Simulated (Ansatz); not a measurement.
**How YAu (Pm-3m) expands on warming**

Wanted: α(T), C_P(T) and B(T) of YAu in the quasi-harmonic approximation.

Program: Ansatz 0.2.0. Level of theory: DFT LDA, scalar-relativistic, plane waves, PAW. Values are calculated unless marked as measured.

## Step 1: The system as given

Symmetry: Pm-3m, No. 221, cubic system. The conventional cell has a = 3.559 Å, b = 3.559 Å, c = 3.559 Å, α = 90.00°, β = 90.00°, γ = 90.00°. Y has 8 Au at 3.08 Å nearest. Au has 8 Y at 3.08 Å nearest. Farther neighbours, and contacts between anions beyond the nearest, are not listed.

## Step 2: Probe on a coarse mesh

Before spending time, one coarse run tells the gap and the pressure of the starting cell.

input.yaml reads:

```yaml
crystal:
  lattice:
    - [3.559, 0.0, 0.0]
    - [0.0, 3.559, 0.0]
    - [0.0, 0.0, 3.559]
  atoms:
    - { symbol: "Y", position: [0.5, 0.5, 0.5] }
    - { symbol: Au, position: [0.0, 0.0, 0.0] }
kpoints:
  mp_grid: { grid: [6, 6, 6] }
hamiltonian:
  xc: lda
scf:
  occupations: { method: gaussian, width: 0.1 }
output:
  forces: true
  stress: true
  eigenvalues: true
```

Command:

```bash
$ ansatz run input.yaml --threads 4 --pin off --max-ram 8192MiB --backend cpu --events-out ev --progress --plain --runs-dir out
```

Standard output:

```text
Engine: ansatz 0.2.0, x86_64-unknown-linux-gnu
Pseudopotentials: kind: paw
Pseudopotential: Y, paw, valence charge 11, recommended cutoff 420 eV (normal), Y.paw.azcp
Pseudopotential: Au, paw, valence charge 19, recommended cutoff 420 eV (normal), Au.paw.azcp
Functional definition: SPW92
  exchange = slater_x
  correlation = pw_c
Crystal: 2 atoms, lattice volume = 45.080 Å³
Basis set: ecut = 420 eV, 895 PW (Γ)
Bands: 19, of which v1, the nominal top of the filled ones, is band 15 counted from 1 (14 counted from 0)
Symmetry: 48 space group operations
Space group: Pm-3m (ITA 221), of the structure as read, at distance tolerance 3.6e-5 Å
k-points: 20 of 216
Non-local potential: Y, projectors of the file, l = 0: 3, l = 1: 2, l = 2: 2, l = 3: 1
Non-local potential: Au, projectors of the file, l = 0: 3, l = 1: 2, l = 2: 2, l = 3: 1
PAW form: soft (Blöchl's): semilocal exchange-correlation on the pseudo side does not see the compensation charge
PAW frozen core: Y, regenerated for the run's functional, and the local potential with it (the file was generated under x = pbe(κ = 0.804, μ = 0.219515), c = pbe(β = 0.066725))
PAW frozen core: Au, regenerated for the run's functional, and the local potential with it (the file was generated under x = pbe(κ = 0.804, μ = 0.219515), c = pbe(β = 0.066725))
PAW one-centre angular grid: Y, 590 points (default); XC on 64 Gauss nodes
PAW one-centre angular grid: Au, 590 points (default); XC on 64 Gauss nodes
Initial density: superposition of atomic densities (neutral atoms: chi_scale 0, normalization atom), corrected by the library's trained network
Initial wavefunctions: pseudopotential atomic-orbital guess
Functional: x = slater, c = lda
SCF iter   1: F=—  HF=-16612.289535 eV  |F-HF|=—  |Δ(HF+E_count)|=         —  Δρ=5.80e-3  dr2=5.42e-3  ethr=1.77e-3  ⟨swp⟩=4.5  Hψ=1515  notcnv=0
preconditioner: auto → Resta (q_TF=auto, 2.549 Å⁻¹)  ε∞=5.2  [insulator: Δε(μ)=0.106 eV  Ē_g=12.023 eV  σ=0.100 eV  W_gap=0.52  n_scr=18 (ndim 8)  ℏωp=24.7 eV  f_vac=0.000  D(μ)=0.83/eV (n_scr^D=6)  ε∞_Penn≈5.2]
SCF iter   2: F=—  HF=-16612.289805 eV  |F-HF|=—  |Δ(HF+E_count)|=   2.71e-4  Δρ=2.96e-3  dr2=1.14e-3  ethr=1.81e-5  ⟨swp⟩=2.0  Hψ=654  notcnv=0
SCF iter   3: F=—  HF=-16612.289459 eV  |F-HF|=—  |Δ(HF+E_count)|=   3.47e-4  Δρ=6.25e-4  dr2=1.07e-4  ethr=3.80e-6  ⟨swp⟩=1.9  Hψ=444  notcnv=0
SCF iter   4: F=—  HF=-16612.289430 eV  |F-HF|=—  |Δ(HF+E_count)|=   2.89e-5  Δρ=8.54e-5  dr2=1.70e-6  ethr=3.58e-7  ⟨swp⟩=2.2  Hψ=560  notcnv=0
SCF iter   5: F=—  HF=-16612.289438 eV  |F-HF|=—  |Δ(HF+E_count)|=   8.38e-6  Δρ=1.62e-5  dr2=1.15e-7  ethr=5.66e-9  ⟨swp⟩=2.0  Hψ=574  notcnv=0
SCF iter   6: F=-16612.289438 eV  HF=-16612.289438 eV  |F-HF|=5.63e-9  |Δ(HF+E_count)|=   1.33e-8  Δρ=4.99e-6  dr2=1.29e-8  ethr=3.33e-10  ⟨swp⟩=4.6  Hψ=1221  notcnv=0
SCF 1 converged in 6 iterations: F = -16612.289438 eV  dr2 = 1.29e-8
  greatest PAW one-centre occupation: 1.002 electrons in one spin orbital (limit 2), on the Au atom at site 1 (counted from 0), in its partial waves of l = 0
SCF converged after 6 iterations
Free energy (F): -16612.289438 eV
Harris-Foulkes:  -16612.289438 eV  (|F-HF|=5.63e-9)
Internal energy: -16612.285267 eV  (E = F + TS)
E sigma→0 (E₀):  -16612.287352 eV
Entropy (-TS):   -0.004171 eV (-2.086 meV/atom)
Fermi energy:    14.713676 eV
--- Per-component energies (eV) ---
  E_band       = -394.238866
  E_kinetic    = 910.984985
  E_local      = -2790.572122  (includes V_loc(G=0)·N_el)
  E_nonlocal   = 131.873729
  E_hartree    = 1125.820900
  E_xc         = -399.997393
  E_vxc        = -475.590878  (∫ρ·V_xc dr)
  E_paw        = -12146.528007  (= ΣΔE_a)
  E_vpaw       = -422.579940  (= ΣTr[D̂ρ^β])
  E_aug_tail   = 0.001280  (compensation charges beyond the density's cutoff)
  E_ewald      = -3444.720942
  E_core_change = 0.852303  (= ΣΔE_core)
  E_smearing   = -0.004171  (= −TS)
  E_closure    = 0.000000  (closes the sum)
  Σ components = -16612.289438   (vs F -16612.289438, Δ=0.00e0)
--- Forces (eV/Å), atoms counted from 1 ---
  atom   1  Y      0.00000000    -0.00000000    -0.00000000
  atom   2  Au    -0.00000000    -0.00000000     0.00000000
  max |Σ_I F_I| component: 4.47e-30 eV/Å
--- Stress (GPa, compression-positive) ---
       -3.374187       0.000000      -0.000000
       -0.000000      -3.374187       0.000000
        0.000000       0.000000      -3.374187
  P = ⅓ Tr σ = -3.3742 GPa (-33.742 kbar)
--- Band table (eV; the first three rows and the last of 20) ---
  k-point 0: bands = [... 11 lower, 10.4255, 10.4255, 10.4255, 15.7429, 15.7429, 19.3264, 19.3264, 19.3264]
  k-point 1: bands = [... 11 lower, 10.3822, 10.3822, 10.4658, 15.5183, 15.6325, 17.8985, 17.8985, 19.1876]
  k-point 2: bands = [... 11 lower, 10.3019, 10.3019, 10.5489, 14.0485, 15.0527, 16.6473, 16.6473, 18.9142]
  k-point 19: bands = [... 11 lower, 11.1670, 11.1670, 13.0704, 13.0704, 13.0704, 14.7549, 20.2866, 20.2866]
```

The job ended after 1.4 s (4 threads of Intel Xeon 6975P-C (Granite Rapids), shared host; peak memory 0.37 GiB).

Numbers from this step:

| Item | Value |
| --- | --- |
| pressure | -3.374 GPa |
| volume per atom | 22.54 Å³ |
| gap on the k-mesh | 0 eV |

The start is under -3.4 GPa at this level and looks like a metal on this mesh.

## Step 3: Relaxation

Phonons are second derivatives about a minimum, so cell and atoms are relaxed first, inside the symmetry of the start.

input.yaml, the sections that differ from step 2:

```yaml
kpoints:
  mp_grid: { grid: [12, 12, 12] }
output:
  forces: true
  stress: true
  eigenvalues: true
  write_density: true
  write_potential: true
  elf: true
  volumetric_format: npy
relax:
  adjacent_minimum: "off"
  f_tol: 0.005
  max_steps: 80
  cell: { stress_tol: 0.05 }
# crystal, hamiltonian, scf: as in step 2
```

Standard output:

```text
[...]
Crystal: 2 atoms, lattice volume = 45.080 Å³
Basis set: ecut = 420 eV, 895 PW (Γ)
Bands: 19, of which v1, the nominal top of the filled ones, is band 15 counted from 1 (14 counted from 0)
Symmetry: 48 space group operations
[...]
k-points: 84 of 1728
[...]
SCF iter   1: F=—  HF=-16612.292620 eV  |F-HF|=—  |Δ(HF+E_count)|=         —  Δρ=6.01e-3  dr2=7.64e-3  ethr=1.77e-3  ⟨swp⟩=4.6  Hψ=6372  notcnv=0
[...]
SCF iter   6: F=-16612.291685 eV  HF=-16612.291685 eV  |F-HF|=2.33e-9  |Δ(HF+E_count)|=   4.11e-8  Δρ=4.42e-6  dr2=6.84e-9  ethr=3.33e-10  ⟨swp⟩=9.0  Hψ=10185  notcnv=0
SCF 1 converged in 6 iterations: F = -16612.291685 eV  dr2 = 6.84e-9
[...]
relax step   1: F+E_penalty+E_count = -16612.29168527 eV  Δ(F+E_penalty+E_count) = +0.000e0 eV  max|allowed force component| = 1.433e-29 eV/Å  Δτ_max = 0.0000 Å  P = -3.673 GPa  Ω = 45.080 Å³  (6 SCF iters, dr2 threshold 1.00e-7 eV, accepted)
Crystal: 2 atoms, lattice volume = 41.484 Å³
Basis set: ecut = 420 eV, 799 PW (Γ)
[...]
iter 1 solved again at ethr=7.05e-4 eV; its pass at ethr=3.10e-3 eV (dr2=2.11e-1 eV) is discarded
[...]
SCF iter   6: F=-16612.281684 eV  HF=-16612.281684 eV  |F-HF|=9.30e-9  |Δ(HF+E_count)|=   5.49e-7  Δρ=9.81e-6  dr2=3.48e-8  ethr=6.67e-10  ⟨swp⟩=7.4  Hψ=11036  notcnv=0
SCF 2 converged in 6 iterations: F = -16612.281684 eV  dr2 = 3.48e-8
[...]
relax step   2: F+E_penalty+E_count = -16612.28168403 eV  Δ(F+E_penalty+E_count) = +1.000e-2 eV  max|allowed force component| = 1.578e-30 eV/Å  Δτ_max = 0.0000 Å  P = +5.261 GPa  Ω = 41.484 Å³  energy of the carried Pulay correction = +3.872e-4 eV  (6 SCF iters, dr2 threshold 2.00e-7 eV, rejected (line search))
Crystal: 2 atoms, lattice volume = 43.529 Å³
Basis set: ecut = 420 eV, 847 PW (Γ)
[...]
SCF iter   8: F=-16612.311613 eV  HF=-16612.311613 eV  |F-HF|=0.00e0  |Δ(HF+E_count)|=  2.18e-11  Δρ=2.08e-7  dr2=1.68e-11  ethr=1.00e-12  ⟨swp⟩=6.0  Hψ=7025  notcnv=0
the search or the solves at the SCF's close seem to have found levels that the self-consistency loop had missed (the run counts 2). By its estimate they hold under 1e-12 electrons; where the run keeps them, the occupations were computed again with them
SCF 3 converged in 8 iterations: F = -16612.311613 eV  dr2 = 1.68e-11
relax step   3: F+E_penalty+E_count = -16612.31161319 eV  Δ(F+E_penalty+E_count) = -1.993e-2 eV  max|allowed force component| = 3.681e-30 eV/Å  Δτ_max = 0.0000 Å  P = -0.301 GPa  Ω = 43.529 Å³  energy of the carried Pulay correction = +1.632e-4 eV  (8 SCF iters, accepted)
[...]
relax step   4: F+E_penalty+E_count = -16612.31174403 eV  Δ(F+E_penalty+E_count) = -1.308e-4 eV  max|allowed force component| = 1.841e-30 eV/Å  Δτ_max = 0.0000 Å  P = -0.007 GPa  Ω = 43.406 Å³  energy of the carried Pulay correction = +1.763e-4 eV  (4 SCF iters, dr2 threshold 2.00e-7 eV, accepted)
[...]
SCF iter   5: F=-16612.311558 eV  HF=-16612.311558 eV  |F-HF|=1.09e-11  |Δ(HF+E_count)|=  6.91e-11  Δρ=1.18e-7  dr2=5.39e-12  ethr=1.00e-12  ⟨swp⟩=4.1  Hψ=7339  notcnv=0
SCF 5 converged in 5 iterations: F = -16612.311558 eV  dr2 = 5.39e-12
relax step   5: F+E_penalty+E_count = -16612.31155812 eV  Δ(F+E_penalty+E_count) = +1.859e-4 eV  max|allowed force component| = 1.972e-30 eV/Å  Δτ_max = 0.0000 Å  P = -0.004 GPa  Ω = 43.406 Å³  stress off target by 3.69e-3 GPa  SCF on the basis re-selected at this cell (its energy is not comparable with the rows above)  (5 SCF iters)
basis re-selected at this cell: Δ(F+E_penalty+E_count) = +1.859e-4 eV, ΔP = +0.003 GPa vs the last step (what re-selecting the basis moved, of the pressure what is left beyond the Pulay correction that the steps carried, after the strain that the cell walked since its last selection, with what the two solves' SCF thresholds leave and, on support functions, any second-order correction that the steps lacked; it is no m [...]
SCF converged after 5 iterations
Free energy (F): -16612.311558 eV
[...]
Internal energy: -16612.308243 eV  (E = F + TS)
E sigma→0 (E₀):  -16612.309901 eV
Entropy (-TS):   -0.003315 eV (-1.658 meV/atom)
Fermi energy:    15.570517 eV
[...]
--- Stress (GPa, compression-positive) ---
       -0.003690       0.000000       0.000000
        0.000000      -0.003690      -0.000000
        0.000000      -0.000000      -0.003690
  P = ⅓ Tr σ = -0.0037 GPa (-0.037 kbar)
--- Band table (eV; the first three rows and the last of 84) ---
  k-point 0: bands = [... 11 lower, 10.9939, 10.9939, 10.9939, 16.4701, 16.4701, 20.2136, 20.2136, 20.2136]
  k-point 1: bands = [... 11 lower, 10.9819, 10.9819, 11.0053, 16.4042, 16.4773, 19.5733, 19.5733, 20.1724]
  k-point 2: bands = [... 11 lower, 10.9502, 10.9502, 11.0369, 16.2225, 16.3736, 18.6940, 18.6940, 20.0607]
  k-point 83: bands = [... 11 lower, 11.7834, 11.7834, 13.6495, 13.6495, 13.6495, 15.5306, 21.2180, 21.2180]
--- Relaxed structure (4 steps of the walk, 3 accepted, 1 SCFs on fresh bases) ---
  F+E_penalty+E_count = -16612.31155812 eV   max|allowed force component| = 1.972e-30 eV/Å   (the final SCF, on the basis selected at the relaxed cell)
  cell:  # Å, volume = 43.4063 Å³
    - [3.514399, 0, 0]
    - [0, 3.514399, 0.0]
    - [0, 0.0, 3.514399]
  atoms:
    - { symbol: Y, position: [0.5, 0.5, 0.5] }
    - { symbol: Au, position: [0, 0, 0] }
```

It took 6 s on 4 threads; peak memory 0.48 GiB; 16 s of CPU time.

The steps of the relaxation:

```
step  energy less that of the first step (eV)  largest force component (eV/Å)  pressure (GPa)  volume (Å³)
   1                                   0.0000                          0.0000           -3.67        45.08
   2                                   0.0100                          0.0000            5.26        41.48
   3                                  -0.0199                          0.0000           -0.30        43.53
   4                                  -0.0201                          0.0000           -0.01        43.41
  5*                                  -0.0199                          0.0000            0.00        43.41
```

Relaxation steps marked * repeat the geometry before them on a plane-wave basis chosen anew for their cell, so energy and pressure can jump there. Relaxation step 2 was tried and not accepted.

Forces are held to the 48 operations that the program found; a distortion that breaks them can't arise in this run.

```
conventional cell, symmetrised  before  after  change
                         a (Å)   3.559  3.514  -1.3 %
                         b (Å)   3.559  3.514  -1.3 %
                         c (Å)   3.559  3.514  -1.3 %
              volume (Å³/atom)   22.54  21.70  -3.7 %
```

Final coordinates:

```xyz
2
Lattice="3.5144 0.0000 0.0000 0.0000 3.5144 0.0000 0.0000 0.0000 3.5144" Properties=species:S:1:pos:R:3 pbc="T T T"
Y     1.7572    1.7572    1.7572
Au    0.0000    0.0000    0.0000
```

This step gave:

| Quantity | Value |
| --- | --- |
| pressure | -0.003690 GPa |
| volume per atom | 21.70 Å³ |

ELF in the ac plane at fractional y = 0.000, with atoms of Au within 0.2 Å of it. It is the smooth field of the valence electrons, not physical close to the nuclei.

Ten even steps from '_' (0.08) to '@' (0.78), each cell a mean:
```
@@%%**++----::::::--==++##%%
##**++==------::------==**##
**++==----------------====++
====----==--::::----------==
----------::......----------
::------::..______..------::
::::::::::..______..::--::::
::::----::..______..::----::
----------::......::--------
--------==--::::::--==------
++++==--------::--------==++
##**++==------::------==++**
%%##**++----::::----==++**%%
@@%%##++----::::::--==**##@@
```
Columns run along a (3.5 Å), rows up along c (3.5 Å). Atoms in or near the plane, at fractional coordinates: Au at (0.00, 0.00).

Electrostatic potential energy in the ac plane at fractional y = 0.000, with atoms of Au within 0.2 Å of it. With pseudopotentials it is smooth inside the atoms' cores, unlike the true potential.

Values in eV, 14 rows by 14 columns, each cell a mean:
```
-36 -36 -32 -14   7  15  18  18  18  15   3 -20 -34 -36
-35 -33 -24  -4  11  16  18  18  18  15   8 -10 -26 -34
-23 -18  -7   7  14  17  18  18  17  16  13   4 -10 -20
  1   4   9  14  16  17  17  17  17  17  15  13   8   3
 14  15  16  16  17  16  16  16  16  16  17  16  15  15
 18  18  18  17  17  16  15  15  16  16  17  17  18  18
 18  18  18  18  17  16  15  15  15  16  17  18  18  18
 18  18  18  17  17  16  15  15  15  16  17  18  18  18
 15  15  16  17  17  16  16  16  16  16  17  17  16  15
  6   8  12  15  16  17  17  17  17  17  16  14  11   7
-17 -13  -2   9  15  17  17  18  17  16  14   7  -4 -14
-34 -31 -22  -2  12  16  18  18  18  16   9  -7 -24 -32
-36 -36 -31 -13   8  15  18  18  18  15   4 -18 -33 -36
-34 -36 -34 -17   6  15  18  18  18  14   1 -23 -35 -36
```
Columns run along a (3.5 Å; values clipped at the 3rd and 97th percentile), rows up along c (3.5 Å). Atoms in or near the plane, at fractional coordinates: Au at (0.00, 0.00).

Valence density in the ac plane at fractional y = 0.000, with atoms of Au within 0.2 Å of it. It is the smooth field of the valence electrons, not physical close to the nuclei.

Ten even steps from '0' (0 e/Å³) to '9' (14 e/Å³), each cell a mean:
```
86410000000247
54200000000124
21100000000012
00000000000000
00000000000000
00000000000000
00000000000000
00000000000000
00000000000000
00000000000000
11000000000001
43200000000124
76310000000146
97410000000258
```
Columns run along a (3.5 Å), rows up along c (3.5 Å). Atoms in or near the plane, at fractional coordinates: Au at (0.00, 0.00).

The relaxation ends with a pressure of 0.00 GPa.

## Step 4: Tight relaxation

The thresholds are tightened for a last relaxation ahead of the phonons.

input.yaml reads:

```yaml
crystal:
  lattice:
    - [3.5143989348, 0.0, 0.0]
    - [0.0, 3.5143989348, 0.0]
    - [0.0, 0.0, 3.5143989348]
  atoms:
    - { symbol: "Y", position: [0.5, 0.5, 0.5] }
    - { symbol: Au, position: [0.0, 0.0, 0.0] }
kpoints:
  mp_grid: { grid: [12, 12, 12] }
hamiltonian:
  xc: lda
scf:
  occupations: { method: methfessel_paxton, width: 0.15 }
output:
  forces: true
  stress: true
  eigenvalues: true
relax:
  adjacent_minimum: "off"
  f_tol: 0.001
  max_steps: 60
  cell: { stress_tol: 0.01 }
```

Standard output:

```text
[...]
Crystal: 2 atoms, lattice volume = 43.406 Å³
Basis set: ecut = 420 eV, 847 PW (Γ)
Bands: 19, of which v1, the nominal top of the filled ones, is band 15 counted from 1 (14 counted from 0)
Symmetry: 48 space group operations
[...]
k-points: 84 of 1728
[...]
k-point 83: bands = [... 11 lower, 11.7863, 11.7863, 13.6517, 13.6517, 13.6517, 15.5341, 21.2206, 21.2206]
--- Relaxed structure (3 steps of the walk, 2 accepted, 1 SCFs on fresh bases) ---
[...]
cell:  # Å, volume = 43.4000 Å³
    - [3.514227, 0, 0.0]
    - [0, 3.514227, 0.0]
    - [0.0, 0.0, 3.514227]
  atoms:
    - { symbol: Y, position: [0.5, 0.5, 0.5] }
    - { symbol: Au, position: [0, 0, 0.0] }
[key lines of the parts left out:]
SCF converged after 4 iterations
Free energy (F): -16612.308989 eV
Fermi energy:    15.582082 eV
P = ⅓ Tr σ = 0.0001 GPa (0.001 kbar)
```

Wall time 3.6 s (4 threads); peak memory 0.47 GiB; 12 s of CPU time.

Little changed from the start: no atom moved by 0.005 Å and no cell edge by 0.1 %.

Read from the output:

```
pressure : 1.36e-4 GPa
```

The residual pressure is 1.4e-4 GPa, small enough for phonons.

(Part 1 of 2 ends here.)

[Long decimals in the printed logs are rounded to 6 places.]

[Logs are printed without paths, hosts, clocks, repeated set-up lines and the standing remarks that a program may print on its own settings, such as how far it seeks lower states.]

[Hosts, paths, dates, database ids (printed as entryN), source tags and the programs' standing remarks are cut or masked in the printed files.]

[Where the starting crystal was built by hand or by swapping elements, it need not be the compound's stable phase.]

[A step with changed settings may run another functional than the one named; its input shows which.]

[Pressures of single members of a volume series are the stress at the run's cutoff; with an incomplete basis they can lie off −dE/dV of the same runs, and they are not shown converged.]
